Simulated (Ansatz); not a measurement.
**Sr on Re(0001): change of the work function**

How does one ordered layer of Sr (hcp site) change the work function of Re(0001), and what dipole does each adsorbate carry?

Method: plane-wave DFT, r2SCAN, Ansatz PAW, in the first sound run; inputs show where later runs differ, in Ansatz 0.2.0.

## 1. The structure

The cell holds 4 atoms: 4 Re. Its edges and angles: a = 2.760 Å, b = 2.760 Å, c = 24.686 Å, α = 90.0°, β = 90.0°, γ = 60.0°. Vacuum lies along c.

## 2. The clean slab

The bare slab comes first, as the zero from which every change is counted. The two lowest layers are held at bulk places and the upper ones relax. The dipole correction removes the false field that a one-sided slab makes across the periodic vacuum, so each face gets a flat vacuum level of its own.

The input, input.yaml:

```yaml
crystal:
  lattice:
    - [2.76, 0.0, 0.0]
    - [1.38, 2.3902301144, 0.0]
    - [0.0, 0.0, 24.6861]
  atoms:
    - { symbol: Re, position: [0.6666666667, 0.6666666667, 0.3645776368] }
    - { symbol: Re, position: [0.0, 0.0, 0.4548592123] }
    - { symbol: Re, position: [0.6666666667, 0.6666666667, 0.5451407877] }
    - { symbol: Re, position: [0.0, 0.0, 0.6354223632] }
kpoints:
  mp_grid: { grid: [12, 12, 1] }
hamiltonian:
  xc: r2scan
scf:
  occupations: { method: fermi_dirac, width: 0.1 }
  convergence: { dr2_threshold: 1.0e-08 }
efield:
  axis: 3
  dipole_correction: true
  ramp_position: 0.97
  ramp_width: 0.06
relax:
  f_tol: 0.02
  max_steps: 60
  constraints: [{ sites: [0, 1] }]
output:
  write_potential: true
  write_density: true
  volumetric_format: npy
```

Launch:

```console
> ansatz run input.yaml --threads 8 --pin off --max-ram 12288MiB --backend cpu --events-out ev --progress --plain --runs-dir out
```

Numbers of over 12 decimals in the logs are rounded to 6 here.

What it wrote:

```text
Engine: ansatz 0.2.0, aarch64-unknown-linux-gnu
Pseudopotentials: kind: paw
Pseudopotential: Re, paw, valence charge 15, recommended cutoff 500 eV (meta_gga), Re.paw.azcp
Functional definition: r2SCAN
  parameter k0 = 0.174
  parameter k1 = 0.065
  parameter a1 = 4.9479
  exchange = r2scan_x(k0 = k0, k1 = k1, a1 = a1)
  correlation = r2scan_c
Crystal: 4 atoms, lattice volume = 162.855 Å³
Basis set: ecut = 500 eV, 3979 PW (Γ), exchange–correlation on 96×96×768 points (64 copies of the dense FFT grid, shifted against one another)
Bands: 36, of which v1, the nominal top of the filled ones, is band 30 counted from 1 (29 counted from 0)
Symmetry: 6 space group operations
k-points: 19 of 144 (time reversal used)
Non-local potential: Re, projectors of the file, l = 0: 3, l = 1: 2, l = 2: 2, l = 3: 1
PAW form: soft (Blöchl's): semilocal exchange-correlation on the pseudo side does not see the compensation charge
PAW frozen core: Re, regenerated for the run's functional (the file was generated under x = pbe(κ = 0.804, μ = 0.219515), c = pbe(β = 0.066725))
PAW one-centre angular grid: Re, 590 points (default); XC on 160 Gauss nodes
Initial density: superposition of atomic densities (neutral atoms: chi_scale 0, normalization atom), corrected by the library's trained network
Initial wavefunctions: pseudopotential atomic-orbital guess
Functional: x = r2scan, c = r2scan; τ floored in thin density (d = 2e-4 eV/Å³)
SCF iter   1: F=—  HF=-43520.773459 eV  |F-HF|=—  |Δ(HF+E_count)|=         —  Δρ=7.85e-3  dr2=5.24e-1  dr2_τ=2.99e-1  ethr=1.77e-3  p=0.000 e·Å  D=5.11e-14 V/Å  ΔV_dip=-0.00 eV  dr2_dipole=9.44e-8  V_vac-E_F(+/−)=5.34/5.34 eV  ⟨swp⟩=8.1  Hψ=3377  notcnv=0
efield: sawtooth ramp at fractional position 0.9700 (set: `efield.ramp_position`, or a place that a band, a saddle search or an elastic batch's reference lends), width 0.0600; the density the first Hamiltonian is built on has a dipole p = 0.000 e·Å; the dipole correction subtracts the counter field D = 5.11e-14 V/Å, which shifts the + side's vacuum level by -0.00 eV against the − side's; the planar-averaged density in the ramp window peaks in size at 8.6e-6 e/Å³
preconditioner: auto → LDOS  [metal: Δε(μ)=0.046 eV  Ē_g=5.184 eV  σ=0.100 eV  W_gap=0.11  n_scr=18 (ndim 8)  ℏωp=15.4 eV  f_vac=0.568  D(μ)=3.08/eV (n_scr^D=14)  β→1.0]
SCF iter   2: F=—  HF=-43520.822018 eV  |F-HF|=—  |Δ(HF+E_count)|=   4.86e-2  Δρ=3.12e-3  dr2=6.36e-2  dr2_τ=7.77e-3  ethr=8.73e-4  p=0.000 e·Å  D=1.11e-6 V/Å  ΔV_dip=-0.00 eV  dr2_dipole=4.08e-8  V_vac-E_F(+/−)=5.07/5.07 eV  ⟨swp⟩=2.2  Hψ=1147  notcnv=0
SCF iter   3: F=—  HF=-43520.821059 eV  |F-HF|=—  |Δ(HF+E_count)|=   9.59e-4  Δρ=1.21e-3  dr2=8.06e-3  dr2_τ=4.04e-4  ethr=1.06e-4  p=-0.000 e·Å  D=-5.23e-6 V/Å  ΔV_dip=0.00 eV  dr2_dipole=1.98e-9  V_vac-E_F(+/−)=5.17/5.17 eV  ⟨swp⟩=2.4  Hψ=1170  notcnv=0
SCF iter   4: F=—  HF=-43520.819749 eV  |F-HF|=—  |Δ(HF+E_count)|=   1.31e-3  Δρ=3.92e-4  dr2=3.64e-4  dr2_τ=4.08e-5  ethr=1.34e-5  p=-0.000 e·Å  D=-3.03e-6 V/Å  ΔV_dip=0.00 eV  dr2_dipole=1.27e-10  V_vac-E_F(+/−)=5.15/5.15 eV  ⟨swp⟩=2.4  Hψ=1077  notcnv=0
SCF iter   5: F=—  HF=-43520.819959 eV  |F-HF|=—  |Δ(HF+E_count)|=   2.11e-4  Δρ=1.09e-4  dr2=7.23e-5  dr2_τ=4.34e-6  ethr=6.07e-7  p=-0.000 e·Å  D=-7.39e-7 V/Å  ΔV_dip=0.00 eV  dr2_dipole=4.61e-11  V_vac-E_F(+/−)=5.15/5.15 eV  ⟨swp⟩=2.8  Hψ=1329  notcnv=0
SCF iter   6: F=—  HF=-43520.819957 eV  |F-HF|=—  |Δ(HF+E_count)|=   2.51e-6  Δρ=3.36e-5  dr2=3.59e-6  dr2_τ=1.85e-7  ethr=1.20e-7  p=-0.000 e·Å  D=-1.62e-7 V/Å  ΔV_dip=0.00 eV  dr2_dipole=8.13e-13  V_vac-E_F(+/−)=5.15/5.15 eV  ⟨swp⟩=2.3  Hψ=994  notcnv=0
SCF iter   7: F=—  HF=-43520.820226 eV  |F-HF|=—  |Δ(HF+E_count)|=   2.69e-4  Δρ=1.02e-5  dr2=4.05e-7  dr2_τ=2.36e-8  ethr=5.99e-9  p=-0.000 e·Å  D=-7.92e-8 V/Å  ΔV_dip=0.00 eV  dr2_dipole=8.04e-12  V_vac-E_F(+/−)=5.15/5.15 eV  ⟨swp⟩=3.0  Hψ=1185  notcnv=0
SCF iter   8: F=—  HF=-43520.820226 eV  |F-HF|=—  |Δ(HF+E_count)|=   1.12e-7  Δρ=2.45e-6  dr2=1.40e-8  dr2_τ=4.53e-9  ethr=6.76e-10  p=0.000 e·Å  D=8.45e-9 V/Å  ΔV_dip=-0.00 eV  dr2_dipole=1.54e-15  V_vac-E_F(+/−)=5.15/5.15 eV  ⟨swp⟩=2.7  Hψ=1240  notcnv=0
SCF iter   9: F=-43520.820226 eV  HF=-43520.820226 eV  |F-HF|=5.75e-10  |Δ(HF+E_count)|=   4.04e-9  Δρ=6.07e-7  dr2=7.58e-10  dr2_τ=1.58e-10  ethr=1.67e-11  p=-0.000 e·Å  D=-5.22e-9 V/Å  ΔV_dip=0.00 eV  dr2_dipole=6.23e-15  V_vac-E_F(+/−)=5.15/5.15 eV  ⟨swp⟩=11.2  Hψ=5250  notcnv=0
SCF 1 converged in 9 iterations: F = -43520.820226 eV  dr2 = 7.58e-10
  greatest PAW one-centre occupation: 1.000 electrons in one spin orbital (limit 2), on the Re atom at site 1 (counted from 0), in its partial waves of l = 0
relax step   1: F+E_penalty+E_count = -43520.82022598 eV  Δ(F+E_penalty+E_count) = +0.000e0 eV  max|allowed force component| = 1.617e0 eV/Å  Δτ_max = 0.0000 Å  (9 SCF iters, accepted)
Initial density: handed on by an earlier stage of this run
Initial wavefunctions: those handed on with the density
iter 1 solved again at ethr=2.44e-3 eV; its pass at ethr=3.10e-3 eV (dr2=1.47e0 eV) is discarded
SCF iter   1: F=—  HF=-43519.777127 eV  |F-HF|=—  |Δ(HF+E_count)|=         —  Δρ=1.60e-2  dr2=1.51e0  dr2_τ=8.60e0  ethr=2.44e-3  p=0.000 e·Å  D=5.29e-8 V/Å  ΔV_dip=-0.00 eV  dr2_dipole=2.50e-7  V_vac-E_F(+/−)=5.21/5.21 eV  ⟨swp⟩=1.2  Hψ=3204  notcnv=0
efield: sawtooth ramp at fractional position 0.9700 (set: `efield.ramp_position`, or a place that a band, a saddle search or an elastic batch's reference lends), width 0.0600; the density the first Hamiltonian is built on has a dipole p = 0.000 e·Å; the dipole correction subtracts the counter field D = 5.29e-8 V/Å, which shifts the + side's vacuum level by -0.00 eV against the − side's; the planar-averaged density in the ramp window peaks in size at 1.5e-7 e/Å³
preconditioner: auto → LDOS  [metal: Δε(μ)=0.055 eV  Ē_g=5.443 eV  σ=0.100 eV  W_gap=0.14  n_scr=18 (ndim 8)  ℏωp=15.4 eV  f_vac=0.578  D(μ)=2.62/eV (n_scr^D=12)  β→1.0]
SCF iter   2: F=—  HF=-43520.991202 eV  |F-HF|=—  |Δ(HF+E_count)|=    1.21e0  Δρ=1.50e-2  dr2=1.62e0  dr2_τ=7.97e-2  ethr=2.44e-3  p=0.027 e·Å  D=3.04e-2 V/Å  ΔV_dip=-0.75 eV  dr2_dipole=2.46e-2  V_vac-E_F(+/−)=4.46/5.21 eV  ⟨swp⟩=3.1  Hψ=1580  notcnv=0  defer=1
SCF iter   3: F=—  HF=-43520.711344 eV  |F-HF|=—  |Δ(HF+E_count)|=   2.80e-1  Δρ=4.08e-3  dr2=1.45e-1  dr2_τ=2.40e-3  ethr=2.44e-3  p=0.017 e·Å  D=1.90e-2 V/Å  ΔV_dip=-0.47 eV  dr2_dipole=5.42e-2  V_vac-E_F(+/−)=4.79/5.26 eV  ⟨swp⟩=2.1  Hψ=1214  notcnv=0
[...]
efield: sawtooth ramp at fractional position 0.9700 (set: `efield.ramp_position`, or a place that a band, a saddle search or an elastic batch's reference lends), width 0.0600; the density the first Hamiltonian is built on has a dipole p = 0.009 e·Å; the dipole correction subtracts the counter field D = 1.03e-2 V/Å, which shifts the + side's vacuum level by -0.26 eV against the − side's; the planar-averaged density in the ramp window peaks in size at 1.6e-7 e/Å³
preconditioner: auto → LDOS  [metal: Δε(μ)=0.097 eV  Ē_g=5.254 eV  σ=0.100 eV  W_gap=0.24  n_scr=18 (ndim 8)  ℏωp=15.4 eV  f_vac=0.573  D(μ)=2.87/eV (n_scr^D=14)  β→1.0]
SCF iter   2: F=—  HF=-43520.935099 eV  |F-HF|=—  |Δ(HF+E_count)|=   4.84e-2  Δρ=1.65e-3  dr2=1.90e-2  dr2_τ=7.64e-4  ethr=5.43e-5  p=0.006 e·Å  D=6.13e-3 V/Å  ΔV_dip=-0.15 eV  dr2_dipole=3.65e-4  V_vac-E_F(+/−)=5.05/5.20 eV  ⟨swp⟩=3.4  Hψ=1525  notcnv=0
SCF iter   3: F=—  HF=-43520.932034 eV  |F-HF|=—  |Δ(HF+E_count)|=   3.07e-3  Δρ=4.27e-4  dr2=5.57e-4  dr2_τ=7.18e-5  ethr=3.16e-5  p=0.007 e·Å  D=7.81e-3 V/Å  ΔV_dip=-0.19 eV  dr2_dipole=9.35e-7  V_vac-E_F(+/−)=5.01/5.20 eV  ⟨swp⟩=2.0  Hψ=954  notcnv=0
SCF iter   4: F=—  HF=-43520.932154 eV  |F-HF|=—  |Δ(HF+E_count)|=   1.20e-4  Δρ=1.56e-4  dr2=6.03e-5  dr2_τ=3.84e-6  ethr=9.28e-7  p=0.007 e·Å  D=8.17e-3 V/Å  ΔV_dip=-0.20 eV  dr2_dipole=1.40e-6  V_vac-E_F(+/−)=5.00/5.20 eV  ⟨swp⟩=2.5  Hψ=1245  notcnv=0
SCF iter   5: F=—  HF=-43520.932168 eV  |F-HF|=—  |Δ(HF+E_count)|=   1.37e-5  Δρ=5.58e-5  dr2=1.93e-5  dr2_τ=1.40e-6  ethr=1.00e-7  p=0.007 e·Å  D=8.18e-3 V/Å  ΔV_dip=-0.20 eV  dr2_dipole=2.55e-6  V_vac-E_F(+/−)=4.99/5.20 eV  ⟨swp⟩=2.6  Hψ=1292  notcnv=0
SCF iter   6: F=—  HF=-43520.932164 eV  |F-HF|=—  |Δ(HF+E_count)|=   4.02e-6  Δρ=1.77e-5  dr2=6.81e-7  dr2_τ=9.15e-8  ethr=3.21e-8  p=0.007 e·Å  D=8.23e-3 V/Å  ΔV_dip=-0.20 eV  dr2_dipole=6.17e-8  V_vac-E_F(+/−)=4.99/5.20 eV  ⟨swp⟩=2.5  Hψ=1129  notcnv=0
SCF iter   7: F=—  HF=-43520.932424 eV  |F-HF|=—  |Δ(HF+E_count)|=   2.60e-4  Δρ=5.33e-6  dr2=7.35e-8  dr2_τ=7.83e-9  ethr=1.13e-9  p=0.007 e·Å  D=8.23e-3 V/Å  ΔV_dip=-0.20 eV  dr2_dipole=1.19e-8  V_vac-E_F(+/−)=4.99/5.20 eV  ⟨swp⟩=2.7  Hψ=1258  notcnv=0
SCF iter   8: F=-43520.932424 eV  HF=-43520.932424 eV  |F-HF|=2.21e-9  |Δ(HF+E_count)|=   3.98e-8  Δρ=1.58e-6  dr2=8.29e-9  dr2_τ=7.92e-10  ethr=1.67e-11  p=0.007 e·Å  D=8.24e-3 V/Å  ΔV_dip=-0.20 eV  dr2_dipole=3.66e-11  V_vac-E_F(+/−)=4.99/5.20 eV  ⟨swp⟩=11.9  Hψ=5517  notcnv=0
SCF 4 converged in 8 iterations: F = -43520.932424 eV  dr2 = 8.29e-9
relax step   4: F+E_penalty+E_count = -43520.93242387 eV  Δ(F+E_penalty+E_count) = -7.494e-3 eV  max|allowed force component| = 3.762e-3 eV/Å  Δτ_max = 0.0282 Å  (8 SCF iters, accepted)
NSCF: frozen V_eff on 19 k-points
the band table was solved once a step of the walk had ended and its energy, with any forces and stress, was formed, with the checks that follow a solve (3279 applications of the Hamiltonian). They found nothing against the state; the energy, forces and stress were not computed again (output.eigenvalues in the input reference)
iter 1 solved again at ethr=1.33e-11 eV; its pass at ethr=3.10e-3 eV (dr2=7.97e-9 eV) is discarded
SCF iter   1: F=—  HF=-43520.932424 eV  |F-HF|=—  |Δ(HF+E_count)|=         —  Δρ=1.58e-6  dr2=8.32e-9  dr2_τ=7.91e-10  ethr=1.33e-11  p=0.007 e·Å  D=8.24e-3 V/Å  ΔV_dip=-0.20 eV  dr2_dipole=3.66e-11  V_vac-E_F(+/−)=4.99/5.20 eV  ⟨swp⟩=1.0  Hψ=2487  notcnv=0
efield: sawtooth ramp at fractional position 0.9700 (kept from the solve that this one continues, or follows in the run), width 0.0600; the density the first Hamiltonian is built on has a dipole p = 0.007 e·Å; the dipole correction subtracts the counter field D = 8.24e-3 V/Å, which shifts the + side's vacuum level by -0.20 eV against the − side's; the planar-averaged density in the ramp window peaks in size at 1.8e-7 e/Å³
preconditioner: auto → LDOS  [metal: Δε(μ)=0.102 eV  Ē_g=5.262 eV  σ=0.100 eV  W_gap=0.25  n_scr=18 (ndim 8)  ℏωp=15.4 eV  f_vac=0.573  D(μ)=2.82/eV (n_scr^D=12)  β→1.0]
SCF iter   2: F=-43520.932424 eV  HF=-43520.932424 eV  |F-HF|=2.10e-9  |Δ(HF+E_count)|=   3.17e-9  Δρ=7.46e-7  dr2=3.29e-9  dr2_τ=1.99e-10  ethr=1.33e-11  p=0.007 e·Å  D=8.24e-3 V/Å  ΔV_dip=-0.20 eV  dr2_dipole=8.25e-11  V_vac-E_F(+/−)=4.99/5.20 eV  ⟨swp⟩=11.0  Hψ=5013  notcnv=0
SCF 5 converged in 2 iterations: F = -43520.932424 eV  dr2 = 3.29e-9
NSCF: frozen V_eff on 19 k-points
the band table was solved once a step of the walk had ended and its energy, with any forces and stress, was formed, with the checks that follow a solve (3204 applications of the Hamiltonian). They found nothing against the state; the energy, forces and stress were not computed again (output.eigenvalues in the input reference)
WARN: The output density's exchange-correlation potential varies sharply where the density is thin. Do not read a vacuum level from v_tot or v_xc, or from such a field of the output density. On a cell that repeats whose density bears no net charge and no dipole along the vacuum's axis use v_es (v_loc + v_h of the components); under efield.dipole_correction with no amplitude use v_es + v_field, which holds any externa [...]
SCF converged after 2 iterations
Free energy (F): -43520.932424 eV
Harris-Foulkes:  -43520.932424 eV  (|F-HF|=2.10e-9)
Internal energy: -43520.833250 eV  (E = F + TS)
E sigma→0 (E₀):  -43520.882837 eV
Entropy (-TS):   -0.099174 eV (-24.793 meV/atom)
Fermi energy:    5.405227 eV
Dipole field:    D = 0.008253 V/Å  (p = 0.007427 e·Å, saw-weighted, corrected)
Work function:   Φ+ = 4.9937 eV   Φ− = 5.1974 eV
Levels:          The Fermi level and band energies are counted from a zero that moves with the ramp; work functions are not
--- Per-component energies (eV) ---
  E_band       = -1442.169410
  E_kinetic    = 2158.533624
  E_local      = -88317.412225  (includes V_loc(G=0)·N_el)
  E_nonlocal   = 200.969648
  E_hartree    = 43184.636110
  E_xc         = -1542.824784
  E_vxc        = -1356.163621  (∫ρ·V_xc dr)
  E_paw        = -34757.264866  (= ΣΔE_a)
  E_vpaw       = -568.369561  (= ΣTr[D̂ρ^β])
  E_aug_tail   = -0.000137  (compensation charges beyond the density's cutoff)
  E_vtau       = 70.990566  (kinetic-family band-sum trace: ∫τ·v_τ [+ j·A + Jᵃ·Aᵃ] dr)
  E_efield     = 0.000031  (sawtooth field / dipole correction)
  E_vefield    = -0.000353  (∫n·V_field dr)
  E_ewald      = 35554.412832
  E_core_change = -1.883482  (= ΣΔE_core)
  E_smearing   = -0.099174  (= −TS)
  E_closure    = -0.000000  (closes the sum)
  Σ components = -43520.932424   (vs F -43520.932424, Δ=0.00e0)
--- Forces (eV/Å), atoms counted from 1 ---
  atom   1  Re    -0.00000000     0.00000000     1.53404797
  atom   2  Re    -0.00000000    -0.00000000    -1.52955964
  atom   3  Re     0.00000000     0.00000000    -0.00383156
  atom   4  Re     0.00000000    -0.00000000    -0.00065847
  max |Σ_I F_I| component: 1.70e-6 eV/Å
--- Band table (eV; the first three rows and the last of 19) ---
  k-point 0: bands = [... 26 lower, 3.9842, 4.2663, 4.2663, 4.4977, 4.4977, 5.1241, 6.0965, 6.3686, ... 2 higher]
  k-point 1: bands = [... 26 lower, 4.0619, 4.2544, 4.2908, 4.4851, 4.7187, 5.1082, 5.4638, 6.2436, ... 2 higher]
  k-point 2: bands = [... 26 lower, 4.2360, 4.4478, 4.6008, 4.7091, 5.0353, 5.1383, 5.3444, 6.2138, ... 2 higher]
  k-point 18: bands = [... 26 lower, 3.8245, 3.8279, 3.8338, 5.3031, 6.3477, 7.7803, 8.0765, 8.1674, ... 2 higher]
--- Relaxed structure (4 steps of the walk, 3 accepted, 0 SCFs on fresh bases) ---
  F+E_penalty+E_count = -43520.93242387 eV   max|allowed force component| = 3.762e-3 eV/Å
  atoms:
    - { symbol: Re, position: [0.666667, 0.666667, 0.3645776368] }
    - { symbol: Re, position: [0.0, 0.0, 0.4548592123] }
    - { symbol: Re, position: [0.666667, 0.666667, 0.548026] }
    - { symbol: Re, position: [5.254950273070125e-19, -1.0509900546140256e-18, 0.632673] }
```

Elapsed: 14 s, on 8 threads of Arm Neoverse V2, shared host; peak memory 1 GiB.

The steps of the relaxation:

```tsv
step	energy less that of the first step (eV)	largest force component (eV/Å)
1	0.0000	1.6165
2	0.1154	3.0599
3	-0.1047	0.4781
4	-0.1122	0.0038
```

Relaxation step 2 was tried and not accepted.

The run keeps the 6 symmetry operations that it works with, so distortions that break them were not tested.

The atoms that moved most (Å):

```tsv
atom	dx	dy	dz	length
Re3	0.000	0.000	0.071	0.071
Re4	0.000	0.000	-0.068	0.068
```

The relaxed structure:

```xyz
4
Lattice="2.7600 0.0000 0.0000 1.3800 2.3902 0.0000 0.0000 0.0000 24.6861" Properties=species:S:1:pos:R:3
Re    2.7600    1.5935    9.0000
Re    0.0000    0.0000   11.2287
Re    2.7600    1.5935   13.5286
Re    0.0000    0.0000   15.6182
```

Numbers from this step:

```yaml
energy_at_zero_smearing: -43520.8828 eV
work_function_upper_face: 4.994 eV
work_function_lower_face: 5.197 eV
dipole_along_the_normal: 0.007427 e·Å
step_between_the_vacuum_levels: -0.2037 eV
```

Running mean over 2.2287 Å of the planar mean; the ramp of the sawtooth is left out. Table of electron's electrostatic potential energy less the Fermi level by z:

```tsv
z (Å)	electron's electrostatic potential energy less the Fermi level (eV)
3.0	5.20
3.5	5.20
4.0	5.20
4.5	5.19
5.0	5.19
5.5	5.16
6.0	5.08
6.5	4.77
7.0	3.71
7.5	0.167
8.0	-5.96
8.5	-11.1
9.0	-12.8
9.5	-13.0
10.0	-13.1
10.5	-13.1
11.0	-13.2
11.5	-13.0
12.0	-12.6
12.5	-12.4
13.0	-12.8
13.5	-13.3
14.0	-14.1
14.5	-14.7
15.0	-14.3
15.5	-13.2
16.0	-11.8
16.5	-7.46
17.0	-1.23
17.5	3.05
18.0	4.45
18.5	4.84
19.0	4.95
19.5	4.98
20.0	4.99
20.5	4.99
21.0	4.99
21.5	4.99
```

The relaxation took 4 steps and lowered the energy by 0.11 eV; the largest force on the free atoms ends at 0.0038 eV/Å.

The work function of the upper face is 4.99 eV.

(Part 1 of 4 ends here.)

[Logs are printed without paths, hosts, clocks, repeated set-up lines and the standing remarks that a program may print on its own settings, such as how far it seeks lower states.]

[Hosts, paths, dates, database ids (printed as entryN), source tags and the programs' standing remarks are cut or masked in the printed files.]

[Maps of the electrostatic potential energy from Ansatz leave out the sawtooth potential of an applied field or a dipole correction, so their vacuum need not be flat; planar profiles and work functions include it.]
